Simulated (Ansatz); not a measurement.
# VSe2 monolayer (1T): the cell at rest

Wanted: the relaxed cell of VSe2 monolayer (1T).

Calculated with Ansatz 0.2.0; DFT PBEsol, scalar-relativistic, plane waves, PAW; PAW set soft_1.

### Step 1. Starting point

The cell holds 3 atoms: 1 V and 2 Se. Its edges and angles: a = 3.300 Å, b = 3.300 Å, c = 20.000 Å, α = 90.0°, β = 90.0°, γ = 120.0°. It derives from VSe2. Vacuum lies along c.

### Step 2. A coarse first look

A quick single point on a coarse mesh tells whether the cell has a gap and how far it is from rest, which sets the k mesh and smearing that follow.

The program solves this slab on a cell height of its own, 29.9 Å, in place of the one typed.

Contents of input.yaml:

```yaml
crystal:
  lattice:
    - [3.3, 0.0, 0.0]
    - [-1.65, 2.85788, 0.0]
    - [0.0, 0.0, 20.0]
  atoms:
    - { symbol: V, position: [0.0, 0.0, 0.5], spin: 2.0 }
    - { symbol: Se, position: [0.333333, 0.666667, 0.57659] }
    - { symbol: Se, position: [0.666667, 0.333333, 0.42341] }
  periodic: [true, true, false]
kpoints:
  mp_grid: { grid: [6, 6, 1] }
hamiltonian:
  xc: pbesol
  pseudopotentials: { kind: paw, azcp: { folder: soft_1 }, xc_functional: pbe }
scf:
  occupations: { method: gaussian, width: 0.1 }
  lower_state_search: "off"
output:
  forces: true
  stress: true
  eigenvalues: true
  populations: true
magnetization:
  spin_polarized: true
```

Started as:

```
ansatz run input.yaml --threads 8 --pin off --max-ram 16384MiB --backend cpu --events-out ev --progress --plain --runs-dir out
```

Numbers of over 12 decimals in the logs are rounded to 6 here.

The log of the run:

```text
[...]
k-point 6 ↓: bands = [... 19 lower, -8.4524, -7.7513, -7.7513, -3.9395, -3.8603, -3.8603, -2.3117, -2.3117, ... 2 higher]
  ° read free of the cell's end (the report's vacuum.weakly_bound_levels)
--- Löwdin populations: 3 sites ---
  site symbol       q [e]    m [muB]
     0      V     12.3945     0.6736
     1     Se     16.1994    -0.0452
     2     Se     16.1994    -0.0452
  spilling = 0.004594 (of n_electrons = 45.000000)
[key lines of the parts left out:]
SCF converged after 18 iterations
Magnetization: 0.5905 μB (22.7952 up, 22.2048 down)
Free energy (F): -13735.826932 eV
Fermi energy:    -5.015181 eV
P = ½ c Tr σ = 0.0380 N/m
```

It took 2.3 s on 8 threads of Arm Neoverse V2, shared host; peak memory 0.72 GiB.

This step gave:

```yaml
magnetization: 0.5905 μB
absolute_magnetization: 0.7585 μB
site_moments: 0.5514, -0.02616, -0.02616 μB
gap_on_the_k_mesh: 0 eV
area_per_atom: 3.144 Å²
```

The coarse mesh shows no gap.

### Step 3. Bringing the structure to rest

The cell and atoms are relaxed, since residual forces and stress would shift the frequencies.

The program solves this slab on a cell height of its own, 29.9 Å, in place of the one typed.

Contents of input.yaml:

```yaml
crystal:
  lattice:
    - [3.3, 0.0, 0.0]
    - [-1.65, 2.85788, 0.0]
    - [0.0, 0.0, 20.0]
  atoms:
    - { symbol: V, position: [0.0, 0.0, 0.5], spin: 0.61 }
    - { symbol: Se, position: [0.333333, 0.666667, 0.57659] }
    - { symbol: Se, position: [0.666667, 0.333333, 0.42341] }
  periodic: [true, true, false]
kpoints:
  mp_grid: { grid: [15, 15, 1] }
hamiltonian:
  xc: pbesol
  pseudopotentials: { kind: paw, azcp: { folder: soft_1 }, xc_functional: pbe }
scf:
  occupations: { method: gaussian, width: 0.1 }
output:
  forces: true
  stress: true
  eigenvalues: true
  populations: true
  write_density: true
  write_potential: true
  elf: true
  volumetric_format: npy
magnetization:
  spin_polarized: true
relax:
  adjacent_minimum: "off"
  f_tol: 0.005
  max_steps: 80
  cell: { stress_2d_tol: 0.02 }
```

The log of the run:

```text
[...]
Crystal: 3 atoms, lattice volume = 282.244 Å³
Basis set: ecut = 420 eV, 5609 PW (Γ), exchange–correlation on 48×48×432 points (8 copies of the dense FFT grid, shifted against one another)
Bands: 28, of which v1, the nominal top of the filled ones, is band 23 counted from 1 (22 counted from 0)
Symmetry: 12 space group operations
[...]
k-points: 27 of 225
[...]
Starting moments: Σ|m| = 0.61 μB on 1 of 3 sites
[...]
SCF iter   1: F=—  HF=-13736.506484 eV  |F-HF|=—  |Δ(HF+E_count)|=         —  Δρ=1.25e-2 (↑1.25e-2 ↓1.06e-2)  dr2=1.78e0  dr2_m=1.29e-2  M=0.464 μB ∫|m|=0.587 μB  β_m=0.30  ethr=3.10e-3  ⟨swp⟩=13.6  Hψ=9728  notcnv=0
[...]
spin=Collinear: LDOS preconditioning applied to the charge; magnetization (m = ρ↑ − ρ↓) channel mixes plain (no charge-response kernel on spin).
SCF iter   2: F=—  HF=-13735.811946 eV  |F-HF|=—  |Δ(HF+E_count)|=   6.95e-1  Δρ=6.25e-3 (↑6.25e-3 ↓5.73e-3)  dr2=3.49e-1  dr2_m=5.25e-3  M=0.474 μB ∫|m|=0.602 μB  β_m=0.39  ethr=3.10e-3  ⟨swp⟩=3.1  Hψ=2930  notcnv=0  defer=52
[...]
SCF iter  11: F=-13735.819201 eV  HF=-13735.819201 eV  |F-HF|=3.53e-10  |Δ(HF+E_count)|=   1.92e-9  Δρ=1.01e-7 (↑6.89e-8 ↓1.01e-7)  dr2=2.34e-11  dr2_m=1.23e-11  M=0.452 μB ∫|m|=0.586 μB  ethr=3.59e-12  ⟨swp⟩=21.5  Hψ=13917  notcnv=0
SCF 1 converged in 11 iterations: F = -13735.819201 eV  dr2 = 2.34e-11
[...]
relax step   1: F+E_penalty+E_count = -13735.81920084 eV  Δ(F+E_penalty+E_count) = +0.000e0 eV  max|allowed force component| = 4.379e-1 eV/Å  Δτ_max = 0.0000 Å  P = -0.054 N/m  Ω = 282.244 Å³  fix = [c, alpha, beta]  reactions: c -0.000 N/m  (11 SCF iters, dr2 threshold 1.00e-7 eV, accepted)
Crystal: 3 atoms, lattice volume = 274.707 Å³
Basis set: ecut = 420 eV, 5465 PW (Γ), exchange–correlation on 48×48×432 points (8 copies of the dense FFT grid, shifted against one another)
[...]
Starting moments: Σ|m| = 0.61 μB on 1 of 3 sites; this step starts from the density that it was given
[...]
iter 1 solved again at ethr=1.58e-5 eV; its pass at ethr=3.10e-3 eV (dr2=7.09e-3 eV) is discarded
[...]
SCF iter   8: F=-13735.835492 eV  HF=-13735.835492 eV  |F-HF|=1.20e-8  |Δ(HF+E_count)|=   7.23e-8  Δρ=9.88e-7 (↑9.88e-7 ↓7.50e-7)  dr2=8.64e-9  dr2_m=3.50e-10  M=0.415 μB ∫|m|=0.537 μB  ethr=4.73e-11  ⟨swp⟩=14.5  Hψ=14357  notcnv=0
SCF 2 converged in 8 iterations: F = -13735.835492 eV  dr2 = 8.64e-9
relax step   2: F+E_penalty+E_count = -13735.83549155 eV  Δ(F+E_penalty+E_count) = -1.629e-2 eV  max|allowed force component| = 2.299e-1 eV/Å  Δτ_max = 0.0673 Å  P = -0.211 N/m  Ω = 274.707 Å³  energy of the carried Pulay correction = +5.686e-4 eV  fix = [c, alpha, beta]  reactions: c -0.000 N/m  (8 SCF iters, dr2 threshold 3.00e-7 eV, accepted)
Crystal: 3 atoms, lattice volume = 276.634 Å³
Basis set: ecut = 420 eV, 5525 PW (Γ), exchange–correlation on 48×48×432 points (8 copies of the dense FFT grid, shifted against one another)
[...]
SCF iter   7: F=-13735.839948 eV  HF=-13735.839948 eV  |F-HF|=2.42e-8  |Δ(HF+E_count)|=   1.01e-7  Δρ=7.72e-7 (↑6.72e-7 ↓7.72e-7)  dr2=5.29e-9  dr2_m=2.87e-10  M=0.424 μB ∫|m|=0.549 μB  ethr=1.72e-10  ⟨swp⟩=9.6  Hψ=10375  notcnv=0
SCF 3 converged in 7 iterations: F = -13735.839948 eV  dr2 = 5.29e-9
relax step   3: F+E_penalty+E_count = -13735.83994760 eV  Δ(F+E_penalty+E_count) = -4.456e-3 eV  max|allowed force component| = 1.382e-2 eV/Å  Δτ_max = 0.0212 Å  P = -0.081 N/m  Ω = 276.634 Å³  energy of the carried Pulay correction = +4.218e-4 eV  fix = [c, alpha, beta]  reactions: c -0.000 N/m  (7 SCF iters, dr2 threshold 3.00e-7 eV, accepted)
[...]
relax step   4: F+E_penalty+E_count = -13735.83998858 eV  Δ(F+E_penalty+E_count) = -4.098e-5 eV  max|allowed force component| = 2.174e-3 eV/Å  Δτ_max = 0.0005 Å  P = -0.025 N/m  Ω = 276.456 Å³  energy of the carried Pulay correction = +4.353e-4 eV  fix = [c, alpha, beta]  reactions: c -0.000 N/m  (6 SCF iters, dr2 threshold 1.19e-8 eV, accepted)
[...]
relax step   5: F+E_penalty+E_count = -13735.83999978 eV  Δ(F+E_penalty+E_count) = -1.120e-5 eV  max|allowed force component| = 7.115e-5 eV/Å  Δτ_max = 0.0001 Å  P = -0.000 N/m  Ω = 276.345 Å³  energy of the carried Pulay correction = +4.437e-4 eV  fix = [c, alpha, beta]  reactions: c -0.000 N/m  (7 SCF iters, dr2 threshold 9.01e-10 eV, accepted)
[...]
SCF iter   8: F=-13735.839583 eV  HF=-13735.839583 eV  |F-HF|=2.18e-11  |Δ(HF+E_count)|=  8.55e-11  Δρ=8.38e-9 (↑2.26e-9 ↓8.38e-9)  dr2=4.79e-13  dr2_m=2.95e-14  M=0.420 μB ∫|m|=0.544 μB  ethr=1.00e-12  ⟨swp⟩=10.1  Hψ=9202  notcnv=0
SCF 6 converged in 8 iterations: F = -13735.839583 eV  dr2 = 4.79e-13
relax step   6: F+E_penalty+E_count = -13735.83958277 eV  Δ(F+E_penalty+E_count) = +4.170e-4 eV  max|allowed force component| = 4.015e-4 eV/Å  Δτ_max = 0.0000 Å  P = -0.004 N/m  Ω = 276.345 Å³  fix = [c, alpha, beta]  reactions: c -0.000 N/m  stress off target by 3.79e-3 N/m on what of the cell is left free  SCF on the basis re-selected at this cell (its energy is not comparable with the rows above)  (8 SCF iters)
basis re-selected at this cell: Δ(F+E_penalty+E_count) = +4.170e-4 eV, ΔP = -0.003 N/m vs the last step (what re-selecting the basis moved, of the pressure what is left beyond the Pulay correction that the steps carried, after the strain that the cell walked since its last selection, with what the two solves' SCF thresholds leave and, on support functions, any second-order correction that the steps lacked; it is no m [...]
WARN: The output density's exchange-correlation potential varies sharply where the density is thin. Do not read a vacuum level from v_tot or v_xc, or from such a field of the output density. On a cell that repeats whose density bears no net charge and no dipole along the vacuum's axis use v_es (v_loc + v_h of the components); under efield.dipole_correction with no amplitude use v_es + v_field, which holds any externa [...]
SCF converged after 8 iterations
Magnetization: 0.4202 μB (22.7101 up, 22.2899 down)
Absolute magnetization: 0.5435 μB (∫|ρ↑−ρ↓|, with the PAW one-centre terms)
[...]
Per-site moments (μB) at R_I (Å): [(0.391693, 1.014011), (-0.019579, 1.014011), (-0.019579, 1.014011)]
Free energy (F): -13735.839583 eV
[...]
Internal energy: -13735.830542 eV  (E = F + TS)
E sigma→0 (E₀):  -13735.835062 eV
Entropy (-TS):   -0.009041 eV (-3.014 meV/atom)
Fermi energy:    -5.024321 eV
[...]
--- Forces (eV/Å), atoms counted from 1 ---
  atom   1  V      0.00000000     0.00000000     0.00000000
  atom   2  Se     0.00000000    -0.00000000     0.00040152
  atom   3  Se     0.00000000     0.00000000    -0.00040152
  max |Σ_I F_I| component: 1.08e-19 eV/Å
--- 2D stress c σ (N/m, compression-positive) ---
       -0.003791      -0.000000      -0.000000
       -0.000000      -0.003791       0.000000
       -0.000000       0.000000      -0.000000
  P = ½ c Tr σ = -0.0038 N/m
--- Band table (eV; the first three rows and the last of 54) ---
  k-point 0 ↑: bands = [... 19 lower, -7.2429, -5.2455, -5.2347, -5.2347, -3.8643, -3.8643, -1.4635, -1.4635, ... 1 higher]
  k-point 1 ↑: bands = [... 19 lower, -6.8703, -5.4777, -5.3608, -5.2525, -4.0086, -3.7972, -1.8247 (-1.8247°), -1.5374, ... 1 higher]
  k-point 2 ↑: bands = [... 19 lower, -6.6592, -6.2048, -5.6287, -5.2963, -4.1485, -3.7038, -2.4798, -1.6956, ... 1 higher]
  k-point 26 ↓: bands = [... 19 lower, -8.4938, -7.7432, -7.7432, -3.9092, -3.9092, -3.8247, -2.3031, -2.3031, ... 1 higher]
  ° read free of the cell's end (the report's vacuum.weakly_bound_levels)
--- Relaxed structure (5 steps of the walk, 5 accepted, 1 SCFs on fresh bases) ---
  F+E_penalty+E_count = -13735.83958277 eV   max|allowed force component| = 4.015e-4 eV/Å   (the final SCF, on the basis selected at the relaxed cell)
  cell:  # Å, volume = 276.3450 Å³
    - [3.265333, 0.0, 0]
    - [-1.632666, 2.827861, 0]
    - [0, 0, 29.927200]
  atoms:
    - { symbol: V, position: [0, 0, 0.334144] }
    - { symbol: Se, position: [0.333333, 0.666667, 0.386857] }
    - { symbol: Se, position: [0.666667, 0.333333, 0.281431] }
--- Löwdin populations: 3 sites ---
  site symbol       q [e]    m [muB]
     0      V     12.4027     0.4802
     1     Se     16.1936    -0.0326
     2     Se     16.1936    -0.0326
  spilling = 0.004667 (of n_electrons = 45.000000)
```

Elapsed: 22 s, on 8 threads; peak memory 1.1 GiB.

The steps of the relaxation:

```csv
step,energy less that of the first step (eV),largest force component (eV/Å),volume (Å³)
1,0.0000,0.4379,282.24
2,-0.0163,0.2299,274.71
3,-0.0207,0.0138,276.63
4,-0.0208,0.0022,276.46
5,-0.0208,0.0001,276.35
6*,-0.0204,0.0004,276.35
```

Relaxation steps marked * repeat the geometry before them on a plane-wave basis chosen anew for their cell, so energy and pressure can jump there.

Forces are held to the 12 operations that the run works with; a distortion that breaks them can't arise in this run.

```csv
cell as run,before,after,change
a (Å),3.300,3.265,-1.1 %
b (Å),3.300,3.265,-1.1 %
```

The atoms that moved most (Å, along periodic axes as changes of fractional coordinates times the final cell, across vacuum about the mean position):

```csv
atom,dx,dy,dz,length
Se3,0.000,0.000,-0.046,0.046
Se2,0.000,0.000,0.046,0.046
```

The relaxed structure:

```xyz
3
Lattice="3.2653 0.0000 0.0000 -1.6327 2.8279 0.0000 0.0000 0.0000 29.9272" Properties=species:S:1:pos:R:3
V     0.0000    0.0000   10.0000
Se    0.0000    1.8852   11.5775
Se    1.6327    0.9426    8.4225
```

Numbers from this step:

```yaml
magnetization: 0.4202 μB
absolute_magnetization: 0.5435 μB
site_moments: 0.3917, -0.01958, -0.01958 μB
area_per_atom: 3.078 Å²
```

Spin density in the ac plane at fractional y = 0.000, with atoms of V within 0.2 Å of it.

Values in e/Å³, 24 rows by 14 columns, each cell a mean:
```
0.00 0.00 0.00 0.00 0.00 0.00 0.00 0.00 0.00 0.00 0.00 0.00 0.00 0.00
0.00 0.00 0.00 0.00 0.00 0.00 0.00 0.00 0.00 0.00 0.00 0.00 0.00 0.00
0.00 0.00 0.00 0.00 0.00 0.00 0.00 0.00 0.00 0.00 0.00 0.00 0.00 0.00
0.00 0.00 0.00 0.00 0.00 0.00 0.00 0.00 0.00 0.00 0.00 0.00 0.00 0.00
0.00 0.00 0.00 0.00 0.00 0.00 0.00 0.00 0.00 0.00 0.00 0.00 0.00 0.00
0.00 0.00 0.00 0.00 0.00 0.00 0.00 0.00 0.00 0.00 0.00 0.00 0.00 0.00
0.00 0.00 0.00 0.00 0.00 0.00 0.00 0.00 0.00 0.00 0.00 0.00 0.00 0.00
0.00 0.00 0.00 0.00 0.00 0.00 0.00 0.00 0.00 0.00 0.00 0.00 0.00 0.00
0.00 0.00 0.00 0.00 0.00 0.00 0.00 0.00 0.00 0.00 0.00 0.00 0.00 0.00
0.00 0.00 0.00 0.00 0.00 0.00 0.00 0.00 0.00 0.00 0.00 0.00 0.00 0.00
0.00 0.00 0.00 0.00 0.00 0.00 0.00 0.00 0.00 0.00 0.00 0.00 0.00 0.00
0.00 0.00 0.00 0.00 0.00 0.00 0.00 0.00 0.00 0.00 0.00 0.00 0.00 0.00
0.00 0.00 0.00 0.00 0.00 0.00 0.00 0.00 0.00 0.00 0.00 0.00 0.00 0.00
0.00 0.00 0.00 0.00 0.00 0.00 0.00 0.00 0.00 0.00 0.00 0.00 0.00 0.00
0.01 0.01 0.00 0.00 0.00 0.00 0.00 0.00 0.00 0.00 0.00 0.00 0.00 0.01
0.26 0.19 0.10 0.04 0.02 0.01 0.00 0.00 0.00 0.01 0.02 0.05 0.11 0.20
0.17 0.12 0.06 0.03 0.01 0.00 0.00 0.00 0.00 0.00 0.01 0.03 0.07 0.13
0.00 0.00 0.00 0.00 0.00 0.00 0.00 0.00 0.00 0.00 0.00 0.00 0.00 0.00
0.00 0.00 0.00 0.00 0.00 0.00 0.00 0.00 0.00 0.00 0.00 0.00 0.00 0.00
0.00 0.00 0.00 0.00 0.00 0.00 0.00 0.00 0.00 0.00 0.00 0.00 0.00 0.00
0.00 0.00 0.00 0.00 0.00 0.00 0.00 0.00 0.00 0.00 0.00 0.00 0.00 0.00
0.00 0.00 0.00 0.00 0.00 0.00 0.00 0.00 0.00 0.00 0.00 0.00 0.00 0.00
0.00 0.00 0.00 0.00 0.00 0.00 0.00 0.00 0.00 0.00 0.00 0.00 0.00 0.00
0.00 0.00 0.00 0.00 0.00 0.00 0.00 0.00 0.00 0.00 0.00 0.00 0.00 0.00
```
Columns run along a (3.3 Å), rows up along c (29.9 Å). Atoms in or near the plane, at fractional coordinates: V at (0.00, 0.33).

Valence density in the ac plane at fractional y = 0.000, with atoms of V within 0.2 Å of it. It is the smooth field of the valence electrons, not physical close to the nuclei.

Ten steps, logarithmic in the rise over the least value, from '_' (0.00 × 1e0 e/Å³) to '@' (7.49 × 1e0 e/Å³), each cell a mean:
```
__________________________________
__________________________________
__________________________________
__________________________________
__________________________________
__________________________________
__________________________________
__________________________________
__________________________________
__________________________________
__________________________________
__________________________________
__________________________________
____________............__________
::::::::------========------::::::
@@@@%%##++----------------++##%%@@
%%%%##**==----------------==**##%%
......::::------====------::::....
__________________________________
__________________________________
__________________________________
__________________________________
__________________________________
__________________________________
```
Columns run along a (3.3 Å), rows up along c (29.9 Å). Atoms in or near the plane, at fractional coordinates: V at (0.00, 0.33).

ELF in the ac plane at fractional y = 0.000, with atoms of V within 0.2 Å of it. It is the smooth field of the valence electrons, not physical close to the nuclei.

Ten even steps from '0' (0.00) to '9' (0.73), each cell a mean:
```
00000000000000000
00000000000000000
00000000000000000
00000000000000000
00000000000000000
00000000000000000
00000000000000000
00000000000000000
00000000000000000
00000000000000000
00000000000000000
00000000000000000
00000000000000000
00001345665431000
11246899999986421
66653345665433566
55544467777644455
11235799999975321
00001234444321000
00000000000000000
00000000000000000
00000000000000000
00000000000000000
00000000000000000
```
Columns run along a (3.3 Å), rows up along c (29.9 Å). Atoms in or near the plane, at fractional coordinates: V at (0.00, 0.33).

(Part 1 of 2 ends here.)

[Logs are printed without paths, hosts, clocks, repeated set-up lines and the standing remarks that a program may print on its own settings, such as how far it seeks lower states.]

[Hosts, paths, dates, database ids (printed as entryN), source tags and the programs' standing remarks are cut or masked in the printed files.]
